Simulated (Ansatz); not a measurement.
## V2N(OH)2 MXene monolayer in a perpendicular field

Wanted: the out-of-plane response of the V2N(OH)2 MXene monolayer. A positive field points along +c.

Program: Ansatz 0.2.0. Level of theory: plane-wave DFT, PBE-D3(BJ), Ansatz PAW (set soft_1); PAW set soft_1. Results are calculated unless marked as measured.

Report form: the programs' logs are mostly left out.

## 1. Set-up

The cell holds 7 atoms: 2 H, 2 O, 2 V and 1 N. Its edges and angles: a = 2.941 Å, b = 2.941 Å, c = 44.032 Å, α = 90.0°, β = 90.0°, γ = 120.0°. Vacuum lies along c.

## 2. Relaxation

The starting cell is a guess, so the in-plane lattice and the atoms are relaxed first, with the slab cut off from its images along the normal.

File input.yaml:

```yaml
crystal:
  lattice:
    - [2.940652, 0.0, 0.0]
    - [-1.470326, 2.5466793357, 0.0]
    - [0.0, 0.0, 44.0317308659]
  atoms:
    - { symbol: H, position: [0.3333333333, 0.6666666667, 0.4258292743] }
    - { symbol: O, position: [0.3333333333, 0.6666666667, 0.448085951] }
    - { symbol: V, position: [0.6666666667, 0.3333333333, 0.4736484823], spin: 2.0 }
    - { symbol: "N", position: [0.0, 0.0, 0.5] }
    - { symbol: V, position: [0.3333333333, 0.6666666667, 0.5263515177], spin: 2.0 }
    - { symbol: O, position: [0.6666666667, 0.3333333333, 0.551914049] }
    - { symbol: H, position: [0.6666666667, 0.3333333333, 0.5741707257] }
  periodic: [true, true, false]
magnetization:
  spin_polarized: true
kpoints:
  mp_grid: { grid: [12, 12, 1] }
hamiltonian:
  xc: pbe
  dispersion: d3bj
  pseudopotentials: { kind: paw, azcp: { folder: soft_1 } }
scf:
  occupations: { method: fermi_dirac, width: 0.05 }
  convergence: { dr2_threshold: 1.0e-09 }
relax:
  f_tol: 0.004
  max_steps: 90
  cell: {}
output:
  write_potential: true
  write_density: true
  volumetric_format: npy
```

Run with:

```bash
> ansatz run input.yaml --threads 2 --pin off --max-ram 3072MiB --backend cpu --events-out ev --progress --plain --runs-dir out
```

Run time: 3.4 min. Hardware: 2 threads of Arm Neoverse V2, shared host; peak memory 0.83 GiB; 6.7 min of CPU time.

The steps of the relaxation:

| step | energy less that of the first step (eV) | largest force component (eV/Å) | volume (Å³) |
| --- | --- | --- | --- |
| 1 | 0.0000 | 2.3625 | 329.75 |
| 2 | -0.1949 | 1.6068 | 327.63 |
| 3 | -0.3659 | 2.2410 | 329.28 |
| 4 | -0.4992 | 1.0650 | 336.86 |
| 5 | -0.5750 | 0.1841 | 346.03 |
| 6 | -0.5773 | 0.0660 | 347.07 |
| 7 | -0.5776 | 0.0175 | 346.93 |
| 8 | -0.5776 | 0.0282 | 346.93 |
| 9 | -0.5777 | 0.0002 | 346.92 |
| 10* | -0.5935 | 0.0027 | 346.92 |
| 11 | -0.5933 | 0.0041 | 347.56 |
| 12 | -0.5932 | 0.0003 | 347.79 |
| 13* | -0.5938 | 0.0002 | 347.79 |

Relaxation steps marked * repeat the geometry before them on a plane-wave basis chosen anew for their cell, so energy and pressure can jump there. Relaxation step 8 was tried and not accepted.

Forces are held to the 12 operations that the run works with; a distortion that breaks them can't arise in this run.

| cell as run | before | after | change |
| --- | --- | --- | --- |
| a (Å) | 2.941 | 3.020 | +2.7 % |
| b (Å) | 2.941 | 3.020 | +2.7 % |

The atoms that moved most (Å, along periodic axes as changes of fractional coordinates times the final cell, across vacuum about the mean position):

| atom | dx | dy | dz | length |
| --- | --- | --- | --- | --- |
| V3 | 0.000 | 0.000 | 0.201 | 0.201 |
| V5 | 0.000 | 0.000 | -0.201 | 0.201 |
| H1 | 0.000 | 0.000 | 0.099 | 0.099 |
| H7 | 0.000 | 0.000 | -0.099 | 0.099 |
| O2 | 0.000 | 0.000 | 0.091 | 0.091 |
| O6 | 0.000 | 0.000 | -0.091 | 0.091 |

Numbers from this step:

* energy at zero smearing: -7380.0159 eV

The lattice constant a goes from 2.941 to 3.020 Å.

## 3. Atoms held, field 0

A sawtooth potential applies the field, turning back in the middle of the vacuum. With the dipole correction the typed value is the field outside the slab. The induced dipole is small, so the SCF threshold is tight.

The cell differs from the one that the last finished run ended in (c 44.032 → 24.334 Å).

File input.yaml:

```yaml
crystal:
  lattice:
    - [3.0200303222, 0.0, 0.0]
    - [-1.5100151611, 2.6154229792, 0.0]
    - [0.0, 0.0, 24.3339715938]
  atoms:
    - { symbol: H, position: [0.3333333333, 0.6666666667, 0.3698533125] }
    - { symbol: O, position: [0.3333333333, 0.6666666667, 0.4098207418] }
    - { symbol: V, position: [0.6666666667, 0.3333333333, 0.4605688091] }
    - { symbol: "N", position: [0.0, 0.0, 0.5] }
    - { symbol: V, position: [0.3333333333, 0.6666666667, 0.5394311909] }
    - { symbol: O, position: [0.6666666667, 0.3333333333, 0.5901792582] }
    - { symbol: H, position: [0.6666666667, 0.3333333333, 0.6301466875] }
kpoints:
  mp_grid: { grid: [18, 18, 1] }
  band_path:
    path: [[0, 0, 0], [0.5, 0, 0], [0.33333333, 0.33333333, 0], [0, 0, 0]]
    npoints: 16
hamiltonian:
  xc: pbe
  dispersion: d3bj
  pseudopotentials: { kind: paw, azcp: { folder: soft_1 } }
scf:
  occupations: { method: fermi_dirac, width: 0.02585 }
  convergence: { dr2_threshold: 1.0e-10 }
efield:
  axis: 3
  dipole_correction: true
  ramp_position: 0.97
  ramp_width: 0.06
  amplitude: 0
output:
  dos: { projected: true, e_range: [-6, 5] }
  write_potential: true
  write_density: true
  volumetric_format: npy
  elf: true
```

Run time: 35 s. Hardware: 2 threads; peak memory 0.55 GiB.

Numbers from this step:

```
energy at zero smearing   : -7380.0135 eV
work function, upper face : 2.139 eV
dipole along the normal   : -5.78e-7 e·Å
```

Running mean over a fixed 2.6 Å (it still follows the layers) of the planar mean; the ramp of the sawtooth is left out. The electron's electrostatic potential energy less the Fermi level by z:

z (Å), electron's electrostatic potential energy less the Fermi level (eV) and a bar from the least value:
```
        3        2.1 ##############################
        4        2.1 ##############################
        5        2.1 ##############################
        6        2.0 ##############################
        7        1.7 #############################
        8        0.7 ###########################
        9       -1.8 ######################
       10       -6.5 ##############
       11      -11.0 #####
       12      -13.6 
       13      -12.0 ###
       14       -8.2 ##########
       15       -3.1 ####################
       16        0.2 ##########################
       17        1.5 #############################
       18        1.9 ##############################
       19        2.1 ##############################
       20        2.1 ##############################
       21        2.1 ##############################
```

The density of states has structure finer than the step of the table below, so its rows give means over 0.2 eV, whole bins alone (the curve runs from -6 to 0.59 eV). Peaks (eV: height): -5.45: 11.7, -5.31: 18.7, -5.15: 10.1, -1.95: 3.41, -0.40: 4.91, 0.23: 7.35.

Table of density of states by energy, zero at the Fermi level; means over each step:

| energy (eV) | density of states (states/eV a cell) |
| --- | --- |
| -5.8 | 2.92 |
| -5.6 | 4.31 |
| -5.4 | 7.90 |
| -5.2 | 8.92 |
| -5.0 | 2.54 |
| -4.8 | 1.11 |
| -4.6 | 0.778 |
| -4.4 | 0.606 |
| -4.2 | 0.448 |
| -4.0 | 2.4e-4 |
| -3.8 | 0 |
| -3.6 | 0 |
| -3.4 | 0 |
| -3.2 | 0 |
| -3.0 | 0.345 |
| -2.8 | 1.00 |
| -2.6 | 1.12 |
| -2.4 | 1.25 |
| -2.2 | 1.50 |
| -2.0 | 2.22 |
| -1.8 | 1.80 |
| -1.6 | 0.847 |
| -1.4 | 1.06 |
| -1.2 | 1.77 |
| -1.0 | 1.64 |
| -0.8 | 1.61 |
| -0.6 | 1.32 |
| -0.4 | 2.75 |
| -0.2 | 2.66 |
| 0.0 | 3.99 |
| 0.2 | 5.34 |
| 0.4 | 1.53 |

Projected DOS per atom over height of the atomic layer and energy from the Fermi level. Layers: H O V N V O H from below.

Values in states/eV, 22 rows by 7 columns, each cell a mean:
```
0.13 0.09 0.65 0.04 0.65 0.09 0.13
0.21 0.14 1.81 0.15 1.81 0.14 0.21
0.06 0.07 1.23 0.07 1.23 0.07 0.06
0.02 0.05 1.02 0.04 1.02 0.05 0.02
0.00 0.05 0.69 0.04 0.69 0.05 0.00
0.00 0.06 0.77 0.03 0.77 0.06 0.00
0.00 0.02 0.55 0.02 0.55 0.02 0.00
0.01 0.03 0.53 0.03 0.53 0.03 0.01
0.02 0.08 0.87 0.08 0.87 0.08 0.02
0.01 0.05 0.61 0.04 0.61 0.05 0.01
0.01 0.03 0.50 0.02 0.50 0.03 0.01
0.01 0.02 0.37 0.01 0.37 0.02 0.01
0.00 0.00 0.01 0.00 0.01 0.00 0.00
0.00 0.00 0.00 0.00 0.00 0.00 0.00
0.00 0.00 0.00 0.00 0.00 0.00 0.00
0.00 0.05 0.00 0.03 0.00 0.05 0.00
0.00 0.22 0.02 0.11 0.02 0.22 0.00
0.00 0.31 0.05 0.14 0.05 0.31 0.00
0.00 0.81 0.11 0.35 0.11 0.81 0.00
0.01 2.84 0.98 2.73 0.98 2.84 0.01
0.00 2.02 0.30 0.32 0.30 2.02 0.00
0.00 0.88 0.12 0.19 0.12 0.88 0.00
```
Columns: height of the atomic layer (Å) from 9 to 15.3 (not evenly spaced); rows upwards: energy from the Fermi level (eV) from -5.96 to 0.52.

The electronic bands at the labelled points (eV, zero at the Fermi level):

| point | band 20 | band 21 | band 22 | band 23 | band 24 | band 25 | band 26 | band 27 |
| --- | --- | --- | --- | --- | --- | --- | --- | --- |
| Γ | -4.10 | -1.68 | -1.68 | -0.40 | -0.14 | -0.05 | 0.69 | 0.83 |
| halfway | -4.80 | -2.33 | -0.77 | -0.31 | 0.33 | 0.87 | 0.94 | 1.22 |
| M | -5.01 | -3.00 | 0.06 | 0.28 | 0.91 | 0.92 | 1.37 | 1.79 |
| halfway | -5.32 | -2.22 | -0.26 | -0.12 | 0.82 | 0.96 | 1.57 | 1.92 |
| K | -5.33 | -0.97 | -0.97 | -0.67 | 0.86 | 0.86 | 1.62 | 2.45 |
| halfway | -5.18 | -1.94 | -1.30 | 0.14 | 0.60 | 0.65 | 1.04 | 1.28 |
| Γ | -4.10 | -1.68 | -1.68 | -0.40 | -0.14 | -0.05 | 0.69 | 0.83 |

Valence density in the ca plane at fractional y = 0.333, with atoms of V and O and H within 0.2 Å of it. It is the smooth field of the valence electrons, not physical close to the nuclei.

Ten steps, logarithmic in the rise over the least value, from '0' (0 e/Å³) to '9' (15 e/Å³), each cell a mean:
```
00000000000000001123554322223443210000000000
00000000000000000125897421125775420000000000
00000000000000000126998521136886531000000000
00000000000000000125786321125765320000000000
00000000000000001122453322223432100000000000
00000000000000012222222333322111000000000000
00000000000000012332123333331100000000000000
00000000000000011222223333322211000000000000
```
Columns run along c (16.0 Å, from fractional 0.15 to 0.81 of the cell), rows up along a (3.0 Å). Atoms in or near the plane, at fractional coordinates: V at (0.46, 0.67), O at (0.59, 0.67), H at (0.63, 0.67).

Electrostatic potential energy in the ca plane at fractional y = 0.333, with atoms of V and O and H within 0.2 Å of it. With pseudopotentials it is smooth inside the atoms' cores, unlike the true potential.

Ten even steps from '0' (-38 eV) to '9' (4 eV), each cell a mean:
```
99999999997313788888778999999999999999999999
99999999983000389996103468999999999999999999
99999999971000279994000028999999999999999999
99999999983000389996104668999999999999999999
99999999997434788888889999999999999999999999
99999999999888887668999999999999999999999999
99999999999999876457999999999999999999999999
99999999999878887678999999999999999999999999
```
Columns run along c (16.0 Å, from fractional 0.28 to 0.94 of the cell; values clipped at the 3rd and 97th percentile), rows up along a (3.0 Å). Atoms in or near the plane, at fractional coordinates: V at (0.46, 0.67), O at (0.59, 0.67), H at (0.63, 0.67).

ELF in the ca plane at fractional y = 0.333, with atoms of V and O and H within 0.2 Å of it. It is the smooth field of the valence electrons, not physical close to the nuclei.

Ten even steps from '0' (0.00) to '9' (0.97), each cell a mean:
```
00000000001122110000001211342232115876542000
00000000001122210000000014675222137778996100
00000000001122210000000015777421147548997200
00000000001122210000000013675222137877885100
00000000001122110000012321232232114775431000
00000000001122110000124652013542111221000000
00000000001122110001234663125642220000000000
00000000001122110000124552013442111332100000
```
Columns run along c (16.0 Å, from fractional 0.06 to 0.72 of the cell), rows up along a (3.0 Å). Atoms in or near the plane, at fractional coordinates: V at (0.46, 0.67), O at (0.59, 0.67), H at (0.63, 0.67).

The work function of the upper face is 2.14 eV.

## 4. Atoms held, field 0.1 V/Å

input.yaml: that of step 3 with these lines changed.

```diff
@@ -28,7 +28,6 @@
   dipole_correction: true
-  ramp_position: 0.97
-  ramp_width: 0.06
-  amplitude: 0
+  ramp_position: 0.9182
+  ramp_width: 0.1636
+  amplitude: 0.1
 output:
-  dos: { projected: true, e_range: [-6, 5] }
   write_potential: true
@@ -36,2 +35 @@
   volumetric_format: npy
-  elf: true
```

It took 37 s on 2 threads; peak memory 0.52 GiB; 73 s of CPU time.

The dipole is 0.0571 e·Å.

## 5. Atoms held, field -0.1 V/Å

input.yaml: that of step 4 with these lines changed.

```diff
@@ -30,3 +30,3 @@
   ramp_width: 0.1636
-  amplitude: 0.1
+  amplitude: -0.1
 output:
```

It took 33 s on 2 threads; peak memory 0.52 GiB.

The dipole is -0.0571 e·Å.

## 6. Response, atoms held

This step: plane-wave DFT, PBE-D3(BJ), Ansatz PAW (set soft_1); response to a field along the normal, atoms held; PAW set soft_1 (Ansatz 0.2.0).

The dipoles give the slope, and the difference of two potentials shows where the field is screened.

Numbers from this step:

```
equivalent conductor thickness p/(ε₀AE) : 13.08 Å
distance between the outer atoms        : 6.334 Å
```

The dipole of the cell by applied field:

| applied field (V/Å) | dipole of the cell (e·Å) |
| --- | --- |
| -0.1000 | -0.0571 |
| 0.0000 | -5.8e-7 |
| 0.1000 | 0.0571 |

Local field over the applied field, running mean. From the potentials at -0.1 and 0.1 V/Å; running mean over 2.5 Å. The local field over applied field by z:

z (Å), local field over applied field and a bar from the least value:
```
      4.5      0.904 ##############################
      5.0      0.844 ############################
      5.5      0.754 ##########################
      6.0      0.627 ######################
      6.5      0.463 ##################
      7.0      0.271 #############
      7.5      0.077 ########
      8.0     -0.076 ###
      8.5     -0.169 #
      9.0     -0.205 
      9.5     -0.194 
     10.0     -0.157 #
     10.5     -0.110 ###
     11.0     -0.072 ####
     11.5     -0.046 ####
     12.0     -0.035 #####
     12.5     -0.038 ####
     13.0     -0.052 ####
     13.5     -0.085 ###
     14.0     -0.124 ##
     14.5     -0.172 #
     15.0     -0.201 
     15.5     -0.201 
     16.0     -0.144 ##
     16.5     -0.032 #####
     17.0      0.139 #########
     17.5      0.337 ##############
     18.0      0.521 ###################
     18.5      0.673 #######################
     19.0      0.787 ##########################
     19.5      0.867 #############################
     20.0      0.919 ##############################
```

The induced electron density oscillates, so the rows of the table below give means over windows of 1 Å about each position, cut where the curve ends. Its maxima inside the range that stand out by 2 % of the span (Å: e/Å³ per V/Å): 7.3: 0.00266, 9.6: 2.1e-4, 10.4: 8.2e-4, 13.1: 0.00125, 14.3: 0.00164, 15.3: 0.00151. Its minima: 9.1: -0.00151, 10.0: -0.00164, 11.2: -0.00125, 13.9: -8.2e-4, 14.7: -2.1e-4, 17.0: -0.00266.

Electrons, planar mean, per unit field. Induced electron density against z; means over each step:

| z (Å) | induced electron density (e/Å³ per V/Å) |
| --- | --- |
| 5 | 7.2e-4 |
| 6 | 0.00160 |
| 7 | 0.00251 |
| 8 | 0.00199 |
| 9 | -7.6e-4 |
| 10 | -3.3e-4 |
| 11 | -4.8e-4 |
| 12 | -1.5e-4 |
| 13 | 7.6e-4 |
| 14 | 1.6e-4 |
| 15 | 7.6e-4 |
| 16 | -0.00109 |
| 17 | -0.00259 |
| 18 | -0.00196 |
| 19 | -9.6e-4 |
| 20 | -4.2e-4 |

By hand: between -0.1 and 0.1 V/Å the dipole changes by 0.1142 e·Å, a slope of 0.5709 e·Å²/V. A perfect conductor of thickness t has p = ε₀AEt, so t = 180.95 × 0.5709 / 7.899 = 13.08 Å (e/ε₀ = 180.95 V·Å, A in Å²).

The induced dipole is that of a conductor 13.08 Å thick.

## 7. What came out

```yaml
gap_without_field: none
work_function_upper_face: 2.14 eV
equivalent_conductor_thickness_atoms_held: 13.1 Å
```

What this shows: The induced dipole equals that of a perfect conductor 13.08 Å thick, while the outer atoms lie 6.33 Å apart. There is no gap over 0.03 eV, with or without the field. The first relaxation ran with spin and lost its moment, and the later runs have none; other magnetic states were not tried. In 3 runs of the series (0.1 V/Å, -0.1 V/Å and response) the program warns that electrons reach the sawtooth's ramp, which makes dipole and work function less sure. The MXene's terminations sit over the metal atoms of its far layer; the site over carbon or nitrogen, which some compounds prefer, was not run.

[Logs are printed without paths, hosts, clocks, repeated set-up lines and the standing remarks that a program may print on its own settings, such as how far it seeks lower states.]

[Hosts, paths, dates, database ids (printed as entryN), source tags and the programs' standing remarks are cut or masked in the printed files.]

[Maps of the electrostatic potential energy from Ansatz leave out the sawtooth potential of an applied field or a dipole correction, so their vacuum need not be flat; planar profiles and work functions include it.]

[The density of states shown here was stored with 400 of the rows of the run's finer table, so its peaks can read low, often by over a quarter, or be missed, and its means over a window can be off by a tenth or more.]
